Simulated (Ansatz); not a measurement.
## ZnS (Wurtzite-2H, P6_3mc): modes against biaxial strain in the (0001) plane, that of a and b

Wanted: the shifts of the zone-centre modes of ZnS (Wurtzite-2H, P6_3mc) with strain.

Method: DFT LDA, scalar-relativistic, plane waves, PAW; PAW set soft_1, in Ansatz 0.2.0.

The database entry behind the starting cell differs from later determinations by our own check (about 0.4 % short), so it need not match the best structure at ambient conditions.

## Step 1: The starting structure

The structure is hexagonal, space group P6_3mc (No. 186). The conventional cell has a = 3.811 Å, b = 3.811 Å, c = 6.234 Å, α = 90.00°, β = 90.00°, γ = 120.00°. Nearest to S lie 4 Zn at 2.31 to 2.40 Å. Zn has 4 S at 2.31 to 2.40 Å nearest. Farther neighbours and most contacts between anions are not listed.

As a file:

```cif
data_structure
_symmetry_space_group_name_H-M 'P 1'
_symmetry_Int_Tables_number 1
_cell_length_a 3.8110
_cell_length_b 3.8110
_cell_length_c 6.2340
_cell_angle_alpha 90.000
_cell_angle_beta 90.000
_cell_angle_gamma 120.000
_cell_volume 78.41
loop_
_atom_site_label
_atom_site_type_symbol
_atom_site_fract_x
_atom_site_fract_y
_atom_site_fract_z
_atom_site_occupancy
S1 S 0.33333 0.66667 0.38500 1
S2 S 0.66667 0.33333 0.88500 1
Zn3 Zn 0.33333 0.66667 0.00000 1
Zn4 Zn 0.66667 0.33333 0.50000 1
```

## Step 2: Relaxation

Harmonic phonons are second derivatives at a point where the forces vanish, and they are wanted at zero stress, so atoms and cell are relaxed first.

File input.yaml:

```yaml
crystal:
  lattice:
    - [3.811, 0.0, 0.0]
    - [-1.9055, 3.3004228138, 0.0]
    - [0.0, 0.0, 6.234]
  atoms:
    - { symbol: S, position: [0.33333333, 0.66666667, 0.385] }
    - { symbol: S, position: [0.66666667, 0.33333333, 0.885] }
    - { symbol: Zn, position: [0.33333333, 0.66666667, 0.0] }
    - { symbol: Zn, position: [0.66666667, 0.33333333, 0.5] }
kpoints:
  mp_grid: { grid: [9, 9, 6] }
hamiltonian:
  xc: lda
  pseudopotentials: { kind: paw, azcp: { folder: soft_1 }, xc_functional: pbe }
scf:
  occupations: { method: gaussian, width: 0.02 }
output:
  forces: true
  stress: true
  eigenvalues: true
  write_density: true
  write_potential: true
  elf: true
  volumetric_format: npy
relax:
  adjacent_minimum: "off"
  f_tol: 0.005
  max_steps: 80
  cell: { stress_tol: 0.05 }
```

On the command line:

```console
ansatz run input.yaml --threads 8 --pin off --max-ram 16384MiB --backend cpu --events-out ev --progress --plain --runs-dir out
```

Numbers of over 12 decimals in the logs are rounded to 6 here.

What it wrote:

```text
Engine: ansatz 0.2.0, x86_64-unknown-linux-gnu
Pseudopotentials: kind: paw
Pseudopotential: S, paw, valence charge 6, recommended cutoff 420 eV (normal), soft_1/S.paw.azcp
Pseudopotential: Zn, paw, valence charge 12, recommended cutoff 420 eV (normal), soft_1/Zn.paw.azcp
Functional definition: SPW92
  exchange = slater_x
  correlation = pw_c
Crystal: 4 atoms, lattice volume = 78.411 Å³
Basis set: ecut = 420 eV, 1521 PW (Γ)
Bands: 22, of which v1, the nominal top of the filled ones, is band 18 counted from 1 (17 counted from 0)
Symmetry: 12 space group operations
Space group: P63mc (ITA 186), of the structure as read, at distance tolerance 4.3e-5 Å
k-points: 48 of 486 (time reversal used)
Non-local potential: S, projectors of the file, l = 0: 2, l = 1: 2, l = 2: 1
Non-local potential: Zn, projectors of the file, l = 0: 2, l = 1: 2, l = 2: 3, l = 3: 1
PAW form: soft (Blöchl's): semilocal exchange-correlation on the pseudo side does not see the compensation charge
PAW frozen core: S, regenerated for the run's functional, and the local potential with it (the file was generated under x = pbe(κ = 0.804, μ = 0.219515), c = pbe(β = 0.066725))
PAW frozen core: Zn, regenerated for the run's functional, and the local potential with it (the file was generated under x = pbe(κ = 0.804, μ = 0.219515), c = pbe(β = 0.066725))
PAW one-centre angular grid: S, 110 points (default); XC on 64 Gauss nodes
PAW one-centre angular grid: Zn, 590 points (default); XC on 64 Gauss nodes
Initial density: superposition of atomic densities (chi_scale 0.1, normalization cell, long waves kept (reshape's long-wave potential 0.00 eV rms))
Initial wavefunctions: pseudopotential atomic-orbital guess
Functional: x = slater, c = lda
SCF iter   1: F=—  HF=-8235.005271 eV  |F-HF|=—  |Δ(HF+E_count)|=         —  Δρ=3.80e-2  dr2=6.73e-1  ethr=3.10e-3  ⟨swp⟩=7.0  Hψ=6051  notcnv=0
preconditioner: auto → Resta (q_TF=auto, 2.396 Å⁻¹)  ε∞=6.3  [insulator: Δε(μ)=2.204 eV  Ē_g=10.967 eV  σ=0.020 eV  W_gap=1.00  n_scr=22 (ndim 8)  ℏωp=25.2 eV  f_vac=0.007  D(μ)=0.00/eV (n_scr^D=0)  ε∞_Penn≈6.3]
SCF iter   2: F=—  HF=-8234.844527 eV  |F-HF|=—  |Δ(HF+E_count)|=   1.61e-1  Δρ=1.50e-2  dr2=1.39e-1  ethr=1.87e-3  ⟨swp⟩=2.0  Hψ=2383  notcnv=0
SCF iter   3: F=—  HF=-8234.811117 eV  |F-HF|=—  |Δ(HF+E_count)|=   3.34e-2  Δρ=9.54e-3  dr2=4.93e-2  ethr=3.86e-4  ⟨swp⟩=2.1  Hψ=2022  notcnv=0
SCF iter   4: F=—  HF=-8234.798178 eV  |F-HF|=—  |Δ(HF+E_count)|=   1.29e-2  Δρ=2.92e-3  dr2=4.28e-3  ethr=1.37e-4  ⟨swp⟩=2.0  Hψ=2402  notcnv=0
SCF iter   5: F=—  HF=-8234.798377 eV  |F-HF|=—  |Δ(HF+E_count)|=   1.99e-4  Δρ=4.28e-4  dr2=1.86e-4  ethr=1.19e-5  ⟨swp⟩=2.8  Hψ=1926  notcnv=0
SCF iter   6: F=—  HF=-8234.798442 eV  |F-HF|=—  |Δ(HF+E_count)|=   6.43e-5  Δρ=2.39e-4  dr2=4.44e-5  ethr=5.16e-7  ⟨swp⟩=2.5  Hψ=1863  notcnv=0
SCF iter   7: F=—  HF=-8234.798457 eV  |F-HF|=—  |Δ(HF+E_count)|=   1.51e-5  Δρ=5.80e-5  dr2=1.16e-6  ethr=1.23e-7  ⟨swp⟩=2.4  Hψ=1935  notcnv=0
SCF iter   8: F=—  HF=-8234.798458 eV  |F-HF|=—  |Δ(HF+E_count)|=   1.54e-6  Δρ=1.78e-5  dr2=1.43e-7  ethr=3.22e-9  ⟨swp⟩=2.0  Hψ=1656  notcnv=0
SCF iter   9: F=-8234.798458 eV  HF=-8234.798458 eV  |F-HF|=7.33e-10  |Δ(HF+E_count)|=   1.58e-8  Δρ=1.99e-6  dr2=2.60e-9  ethr=2.78e-10  ⟨swp⟩=10.3  Hψ=8352  notcnv=0
SCF 1 converged in 9 iterations: F = -8234.798458 eV  dr2 = 2.60e-9
  greatest PAW one-centre occupation: 0.984 electrons in one spin orbital (limit 2), on the Zn atom at site 3 (counted from 0), in its partial waves of l = 2
relax step   1: F+E_penalty+E_count = -8234.79845828 eV  Δ(F+E_penalty+E_count) = +0.000e0 eV  max|allowed force component| = 2.941e-1 eV/Å  Δτ_max = 0.0000 Å  P = -3.905 GPa  Ω = 78.411 Å³  (9 SCF iters, dr2 threshold 1.00e-7 eV, accepted)
Crystal: 4 atoms, lattice volume = 75.960 Å³
Basis set: ecut = 420 eV, 1509 PW (Γ)
Initial density: handed on by an earlier stage of this run
Initial wavefunctions: those handed on with the density
iter 1 solved again at ethr=6.02e-6 eV; its pass at ethr=3.10e-3 eV (dr2=2.17e-3 eV) is discarded
SCF iter   1: F=—  HF=-8234.854989 eV  |F-HF|=—  |Δ(HF+E_count)|=         —  Δρ=1.77e-3  dr2=2.05e-3  ethr=6.02e-6  ⟨swp⟩=2.0  Hψ=7258  notcnv=0
preconditioner: auto → Resta (q_TF=auto, 2.409 Å⁻¹)  ε∞=6.7  [insulator: Δε(μ)=2.133 eV  Ē_g=10.732 eV  σ=0.020 eV  W_gap=1.00  n_scr=22 (ndim 8)  ℏωp=25.6 eV  f_vac=0.026  D(μ)=0.00/eV (n_scr^D=0)  ε∞_Penn≈6.7]
SCF iter   2: F=—  HF=-8234.854480 eV  |F-HF|=—  |Δ(HF+E_count)|=   5.10e-4  Δρ=9.20e-4  dr2=6.59e-4  ethr=5.69e-6  ⟨swp⟩=2.0  Hψ=1839  notcnv=0
SCF iter   3: F=—  HF=-8234.854361 eV  |F-HF|=—  |Δ(HF+E_count)|=   1.19e-4  Δρ=6.35e-4  dr2=1.59e-4  ethr=1.83e-6  ⟨swp⟩=2.0  Hψ=1804  notcnv=0
SCF iter   4: F=—  HF=-8234.854286 eV  |F-HF|=—  |Δ(HF+E_count)|=   7.46e-5  Δρ=1.36e-4  dr2=2.08e-5  ethr=4.43e-7  ⟨swp⟩=2.0  Hψ=1797  notcnv=0
SCF iter   5: F=—  HF=-8234.854286 eV  |F-HF|=—  |Δ(HF+E_count)|=   5.03e-7  Δρ=4.79e-5  dr2=1.33e-6  ethr=5.78e-8  ⟨swp⟩=2.9  Hψ=2065  notcnv=0
SCF iter   6: F=-8234.854286 eV  HF=-8234.854286 eV  |F-HF|=1.46e-8  |Δ(HF+E_count)|=   5.84e-7  Δρ=8.11e-6  dr2=4.88e-8  ethr=1.11e-9  ⟨swp⟩=11.4  Hψ=9642  notcnv=0
SCF 2 converged in 6 iterations: F = -8234.854286 eV  dr2 = 4.88e-8
relax step   2: F+E_penalty+E_count = -8234.85428615 eV  Δ(F+E_penalty+E_count) = -5.583e-2 eV  max|allowed force component| = 2.289e-1 eV/Å  Δτ_max = 0.0119 Å  P = -1.669 GPa  Ω = 75.960 Å³  energy of the carried Pulay correction = +8.772e-4 eV  (6 SCF iters, dr2 threshold 4.00e-7 eV, accepted)
Crystal: 4 atoms, lattice volume = 73.921 Å³
Basis set: ecut = 420 eV, 1449 PW (Γ)
iter 1 solved again at ethr=7.66e-6 eV; its pass at ethr=3.10e-3 eV (dr2=2.76e-3 eV) is discarded
SCF iter   1: F=—  HF=-8234.874208 eV  |F-HF|=—  |Δ(HF+E_count)|=         —  Δρ=2.33e-3  dr2=2.73e-3  ethr=7.66e-6  ⟨swp⟩=2.0  Hψ=7283  notcnv=0
preconditioner: auto → Resta (q_TF=auto, 2.420 Å⁻¹)  ε∞=6.7  [insulator: Δε(μ)=2.229 eV  Ē_g=10.862 eV  σ=0.020 eV  W_gap=1.00  n_scr=22 (ndim 8)  ℏωp=25.9 eV  f_vac=0.022  D(μ)=0.00/eV (n_scr^D=0)  ε∞_Penn≈6.7]
SCF iter   2: F=—  HF=-8234.873481 eV  |F-HF|=—  |Δ(HF+E_count)|=   7.28e-4  Δρ=1.24e-3  dr2=8.41e-4  ethr=7.58e-6  ⟨swp⟩=2.0  Hψ=1829  notcnv=0
SCF iter   3: F=—  HF=-8234.873310 eV  |F-HF|=—  |Δ(HF+E_count)|=   1.71e-4  Δρ=7.42e-4  dr2=1.93e-4  ethr=2.34e-6  ⟨swp⟩=2.0  Hψ=1853  notcnv=0
SCF iter   4: F=—  HF=-8234.873211 eV  |F-HF|=—  |Δ(HF+E_count)|=   9.89e-5  Δρ=1.40e-4  dr2=2.04e-5  ethr=5.35e-7  ⟨swp⟩=2.0  Hψ=1811  notcnv=0
SCF iter   5: F=—  HF=-8234.873210 eV  |F-HF|=—  |Δ(HF+E_count)|=   1.10e-6  Δρ=4.47e-5  dr2=1.35e-6  ethr=5.68e-8  ⟨swp⟩=2.8  Hψ=2085  notcnv=0
SCF iter   6: F=-8234.873210 eV  HF=-8234.873210 eV  |F-HF|=1.24e-8  |Δ(HF+E_count)|=   3.80e-7  Δρ=8.53e-6  dr2=5.08e-8  ethr=1.11e-9  ⟨swp⟩=11.4  Hψ=9733  notcnv=0
SCF 3 converged in 6 iterations: F = -8234.873210 eV  dr2 = 5.08e-8
  greatest PAW one-centre occupation: 0.983 electrons in one spin orbital (limit 2), on the Zn atom at site 2 (counted from 0), in its partial waves of l = 2
relax step   3: F+E_penalty+E_count = -8234.87321027 eV  Δ(F+E_penalty+E_count) = -1.892e-2 eV  max|allowed force component| = 7.858e-3 eV/Å  Δτ_max = 0.0208 Å  P = +0.499 GPa  Ω = 73.921 Å³  energy of the carried Pulay correction = +1.628e-3 eV  (6 SCF iters, dr2 threshold 4.00e-7 eV, accepted)
[...]
relax step   4: F+E_penalty+E_count = -8234.87383022 eV  Δ(F+E_penalty+E_count) = -6.199e-4 eV  max|allowed force component| = 2.517e-3 eV/Å  Δτ_max = 0.0028 Å  P = -0.020 GPa  Ω = 74.353 Å³  energy of the carried Pulay correction = +1.467e-3 eV  (5 SCF iters, dr2 threshold 4.00e-7 eV, accepted)
[...]
relax step   5: F+E_penalty+E_count = -8234.87384756 eV  Δ(F+E_penalty+E_count) = -1.733e-5 eV  max|allowed force component| = 1.928e-4 eV/Å  Δτ_max = 0.0006 Å  P = -0.001 GPa  Ω = 74.339 Å³  energy of the carried Pulay correction = +1.473e-3 eV  (4 SCF iters, dr2 threshold 1.03e-8 eV, accepted)
Initial wavefunctions: pseudopotential atomic-orbital guess (no wavefunctions were taken with the density)
iter 1 solved again at ethr=1.09e-7 eV; its pass at ethr=3.10e-3 eV (dr2=3.94e-5 eV) is discarded
SCF iter   1: F=—  HF=-8234.872374 eV  |F-HF|=—  |Δ(HF+E_count)|=         —  Δρ=1.04e-4  dr2=2.09e-6  ethr=1.09e-7  ⟨swp⟩=4.2  Hψ=9752  notcnv=0
preconditioner: auto → Resta (q_TF=auto, 2.418 Å⁻¹)  ε∞=6.7  [insulator: Δε(μ)=2.186 eV  Ē_g=10.836 eV  σ=0.020 eV  W_gap=1.00  n_scr=22 (ndim 8)  ℏωp=25.8 eV  f_vac=0.025  D(μ)=0.00/eV (n_scr^D=0)  ε∞_Penn≈6.7]
SCF iter   2: F=—  HF=-8234.872373 eV  |F-HF|=—  |Δ(HF+E_count)|=   5.06e-7  Δρ=1.39e-4  dr2=6.36e-6  ethr=5.81e-9  ⟨swp⟩=2.0  Hψ=1827  notcnv=0
SCF iter   3: F=—  HF=-8234.872373 eV  |F-HF|=—  |Δ(HF+E_count)|=   4.84e-7  Δρ=1.61e-5  dr2=4.76e-8  ethr=5.81e-9  ⟨swp⟩=2.0  Hψ=1824  notcnv=0
SCF iter   4: F=—  HF=-8234.872372 eV  |F-HF|=—  |Δ(HF+E_count)|=   5.23e-7  Δρ=8.16e-6  dr2=1.30e-8  ethr=1.32e-10  ⟨swp⟩=2.9  Hψ=2127  notcnv=0
SCF iter   5: F=—  HF=-8234.872372 eV  |F-HF|=—  |Δ(HF+E_count)|=   4.04e-8  Δρ=7.90e-7  dr2=1.41e-10  ethr=3.62e-11  ⟨swp⟩=2.2  Hψ=2052  notcnv=0
SCF iter   6: F=-8234.872372 eV  HF=-8234.872372 eV  |F-HF|=5.46e-12  |Δ(HF+E_count)|=  1.96e-10  Δρ=1.23e-7  dr2=1.27e-11  ethr=1.00e-12  ⟨swp⟩=7.1  Hψ=6179  notcnv=0
SCF 6 converged in 6 iterations: F = -8234.872372 eV  dr2 = 1.27e-11
  greatest PAW one-centre occupation: 0.983 electrons in one spin orbital (limit 2), on the Zn atom at site 3 (counted from 0), in its partial waves of l = 2
relax step   6: F+E_penalty+E_count = -8234.87237208 eV  Δ(F+E_penalty+E_count) = +1.475e-3 eV  max|allowed force component| = 1.768e-4 eV/Å  Δτ_max = 0.0000 Å  P = -0.002 GPa  Ω = 74.339 Å³  stress off target by 2.70e-3 GPa  SCF on the basis re-selected at this cell (its energy is not comparable with the rows above)  (6 SCF iters)
basis re-selected at this cell: Δ(F+E_penalty+E_count) = +1.475e-3 eV, ΔP = -0.002 GPa vs the last step (what re-selecting the basis moved, of the pressure what is left beyond the Pulay correction that the steps carried, after the strain that the cell walked since its last selection, with what the two solves' SCF thresholds leave and, on support functions, any second-order correction that the steps lacked; it is no measure of the basis error at this ecutwfc). The dense FFT grid was sized anew with the basis: this SCF ran on 25×25×45 points, the steps before it on 27×27×45, so part of this shift can come from that change (see relax.cell in the input reference). [rest of the remark cut]
SCF converged after 6 iterations
Free energy (F): -8234.872372 eV
Harris-Foulkes:  -8234.872372 eV  (|F-HF|=5.46e-12)
Internal energy: -8234.872372 eV  (E = F + TS)
E sigma→0 (E₀):  -8234.872372 eV
Fermi energy:    7.407245 eV
--- Per-component energies (eV) ---
  E_band       = 16.816097
  E_kinetic    = 511.731463
  E_local      = -4472.802052  (includes V_loc(G=0)·N_el)
  E_nonlocal   = 1714.966483
  E_hartree    = 1699.563044
  E_xc         = -333.683985
  E_vxc        = -271.446822  (∫ρ·V_xc dr)
  E_paw        = -4803.901963  (= ΣΔE_a)
  E_vpaw       = -864.758583  (= ΣTr[D̂ρ^β])
  E_aug_tail   = -0.000505  (compensation charges beyond the density's cutoff)
  E_ewald      = -2554.165539
  E_core_change = 3.420682  (= ΣΔE_core)
  E_smearing   = -0.000000  (= −TS)
  E_closure    = 0.000000  (closes the sum)
  Σ components = -8234.872372   (vs F -8234.872372, Δ=0.00e0)
--- Forces (eV/Å), atoms counted from 1 ---
  atom   1  S     -0.00000000     0.00000000     0.00017687
  atom   2  S      0.00000000    -0.00000000     0.00017687
  atom   3  Zn     0.00000000     0.00000000    -0.00017666
  atom   4  Zn     0.00000000    -0.00000000    -0.00017666
  max |Σ_I F_I| component: 4.14e-7 eV/Å
--- Stress (GPa, compression-positive) ---
       -0.002701       0.000000       0.000000
       -0.000000      -0.002701       0.000000
        0.000000       0.000000      -0.001978
  P = ⅓ Tr σ = -0.0025 GPa (-0.025 kbar)
--- Band table (eV; the first three rows and the last of 48) ---
  k-point 0: bands = [... 14 lower, 5.3241, 6.2108, 6.3142, 6.3142, 8.5001, 9.3041, 12.4038, 12.4038]
  k-point 1: bands = [... 14 lower, 5.3845, 5.5858, 6.2409, 6.2409, 9.0348, 9.3752, 12.4458, 12.4458]
  k-point 2: bands = [... 14 lower, 5.5533, 5.5533, 6.0464, 6.0464, 9.5737, 9.7264, 12.3811, 12.5964]
  k-point 47: bands = [... 14 lower, 2.9298, 2.9298, 4.8034, 4.8034, 10.6710, 10.6710, 12.3980, 12.3980]
--- Relaxed structure (5 steps of the walk, 5 accepted, 1 SCFs on fresh bases) ---
  F+E_penalty+E_count = -8234.87237208 eV   max|allowed force component| = 1.768e-4 eV/Å   (the final SCF, on the basis selected at the relaxed cell)
  cell:  # Å, volume = 74.3388 Å³
    - [3.738158, 0.0, 0]
    - [-1.869079, 3.237340, 0]
    - [0, 0.0, 6.142845]
  atoms:
    - { symbol: S, position: [0.333333, 0.666667, 0.379407] }
    - { symbol: S, position: [0.666667, 0.333333, 0.879407] }
    - { symbol: Zn, position: [0.333333, 0.666667, 0.00559273] }
    - { symbol: Zn, position: [0.666667, 0.333333, 0.505593] }
```

Run time: 13 s. Hardware: 8 threads of Intel Xeon at 2.70GHz, shared host; peak memory 0.57 GiB; 82 s of CPU time.

The steps of the relaxation:

```
step  energy less that of the first step (eV)  largest force component (eV/Å)  pressure (GPa)  volume (Å³)
   1                                   0.0000                          0.2941           -3.91        78.41
   2                                  -0.0558                          0.2289           -1.67        75.96
   3                                  -0.0748                          0.0079            0.50        73.92
   4                                  -0.0754                          0.0025           -0.02        74.35
   5                                  -0.0754                          0.0002            0.00        74.34
  6*                                  -0.0739                          0.0002            0.00        74.34
```

Relaxation steps marked * repeat the geometry before them on a plane-wave basis chosen anew for their cell, so energy and pressure can jump there.

The run keeps the 12 symmetry operations that it works with, so distortions that break them were not tested.

```
conventional cell, symmetrised  before  after  change
                         a (Å)   3.811  3.738  -1.9 %
                         b (Å)   3.811  3.738  -1.9 %
                         c (Å)   6.234  6.143  -1.5 %
              volume (Å³/atom)   19.60  18.58  -5.2 %
```

The atoms that moved most (Å, as changes of fractional coordinates times the final cell):

```
atom     dx     dy      dz  length
  S1  0.000  0.000  -0.034   0.034
 Zn4  0.000  0.000   0.034   0.034
 Zn3  0.000  0.000   0.034   0.034
  S2  0.000  0.000  -0.034   0.034
```

Final coordinates:

```xyz
4
Lattice="3.7382 0.0000 0.0000 -1.8691 3.2373 0.0000 0.0000 0.0000 6.1428" Properties=species:S:1:pos:R:3 pbc="T T T"
S     0.0000    2.1582    2.3306
S     1.8691    1.0791    5.4021
Zn    0.0000    2.1582    0.0344
Zn    1.8691    1.0791    3.1058
```

This step gave:

| Property | Result |
| --- | --- |
| pressure | -0.002460 GPa |
| gap on the k-mesh | 2.186 eV |
| volume per atom | 18.58 Å³ |

Valence density in the ac plane at fractional y = 0.333, with atoms of S and Zn within 0.2 Å of it. It is the smooth field of the valence electrons, not physical close to the nuclei.

Ten steps, logarithmic in the rise over the least value, from '0' (0 e/Å³) to '9' (29 e/Å³), each cell a mean:
```
11111123333321
10001123322322
10001123212332
00000123322321
00000122333321
00000012232211
00000001222110
00000001122110
00000012333210
00000013676421
00000124899621
11111124899621
11111123576421
11111112333211
11111111111111
01111000000000
00000000000000
00000000000000
00000000000000
00000000000000
00000000000000
00000011111110
11111112222211
```
Columns run along a (3.7 Å), rows up along c (6.1 Å). Atoms in or near the plane, at fractional coordinates: S at (0.67, 0.88), Zn at (0.67, 0.51).

Electrostatic potential energy in the ac plane at fractional y = 0.333, with atoms of S and Zn within 0.2 Å of it. With pseudopotentials it is smooth inside the atoms' cores, unlike the true potential.

Ten even steps from '0' (-49 eV) to '9' (11 eV), each cell a mean:
```
99999985222478
99999973222258
99999963243258
99999974222268
99999986323579
99999998766899
99999999888999
99999998877899
99999986433589
99999974100268
99999962000048
99999962000048
99999974100268
99999986433589
99999999877899
99999999999999
99999999999999
99999999999999
99999999999999
99999999999999
99999999999999
99999999888999
99889998666789
```
Columns run along a (3.7 Å; values clipped at the 3rd and 97th percentile), rows up along c (6.1 Å). Atoms in or near the plane, at fractional coordinates: S at (0.67, 0.88), Zn at (0.67, 0.51).

ELF in the ac plane at fractional y = 0.333, with atoms of S and Zn within 0.2 Å of it. It is the smooth field of the valence electrons, not physical close to the nuclei.

Ten even steps from '0' (0.00) to '9' (0.87), each cell a mean:
```
42123699756998
52124798412799
62124897200699
52114798423798
41013689888997
31002579999986
10001246677653
10000122222222
11111111111111
22222211000011
34543210000012
46765310000012
67876421000012
68887521111123
67877532111124
67776532111124
45665321111112
23443210000001
12221100000000
11111111111111
11111224555432
21112357788764
22112479989986
```
Columns run along a (3.7 Å), rows up along c (6.1 Å). Atoms in or near the plane, at fractional coordinates: S at (0.67, 0.88), Zn at (0.67, 0.51).

In this step the volume went from 19.60 to 18.58 Å³/atom.

## Step 3: Tight relaxation

A first tight relaxation and response on 9×9×6 k points, not shown, drew a warning on the mesh, so the tight relaxation is repeated on 12×12×8 points.

File input.yaml:

```yaml
crystal:
  lattice:
    - [3.7381579092, 0.0, 0.0]
    - [-1.8690789546, 3.2373397127, 0.0]
    - [0.0, 0.0, 6.1428450369]
  atoms:
    - { symbol: S, position: [0.3333333333, 0.6666666667, 0.3794072714] }
    - { symbol: S, position: [0.6666666667, 0.3333333333, 0.8794072714] }
    - { symbol: Zn, position: [0.3333333333, 0.6666666667, 0.0055927286] }
    - { symbol: Zn, position: [0.6666666667, 0.3333333333, 0.5055927286] }
kpoints:
  mp_grid: { grid: [12, 12, 8] }
hamiltonian:
  xc: lda
  pseudopotentials: { kind: paw, azcp: { folder: soft_1 }, xc_functional: pbe }
scf:
  occupations: { method: fixed }
output:
  forces: true
  stress: true
  eigenvalues: true
relax:
  adjacent_minimum: "off"
  f_tol: 0.001
  max_steps: 60
  cell: { stress_tol: 0.01 }
```

What it wrote:

```text
[...]
Crystal: 4 atoms, lattice volume = 74.339 Å³
Basis set: ecut = 420 eV, 1449 PW (Γ)
Bands: 22, of which v1, the nominal top of the filled ones, is band 18 counted from 1 (17 counted from 0)
Symmetry: 12 space group operations
[...]
k-points: 95 of 1152 (time reversal used)
[...]
--- Relaxed structure (1 steps of the walk, 1 accepted, 1 SCFs on fresh bases) ---
[...]
cell:  # Å, volume = 74.3388 Å³
    - [3.738158, 0.0, 0.0]
    - [-1.869079, 3.237340, 0.0]
    - [0.0, 0.0, 6.1428450369]
  atoms:
    - { symbol: S, position: [0.333333, 0.666667, 0.379407] }
    - { symbol: S, position: [0.666667, 0.333333, 0.8794072714] }
    - { symbol: Zn, position: [0.333333, 0.666667, 0.00559273] }
    - { symbol: Zn, position: [0.666667, 0.333333, 0.505593] }
[key lines of the parts left out:]
SCF converged after 8 iterations
Free energy (F): -8234.872514 eV
Fermi energy:    6.314157 eV
P = ⅓ Tr σ = -0.0028 GPa (-0.028 kbar)
```

The job ended after 7 s (8 threads; peak memory 0.59 GiB; 46 s of CPU time).

Little changed from the start: no atom moved by 0.005 Å and no cell edge by 0.1 %.

This step gave:

```
pressure : -0.002847 GPa
```

The largest force component left is 0.24 meV/Å and the pressure is -0.003 GPa, within the tolerances set. The cell now holds 18.58 Å³/atom.

(Part 1 of 4 ends here.)

[Logs are printed without paths, hosts, clocks, repeated set-up lines and the standing remarks that a program may print on its own settings, such as how far it seeks lower states.]

[Hosts, paths, dates, database ids (printed as entryN), source tags and the programs' standing remarks are cut or masked in the printed files.]
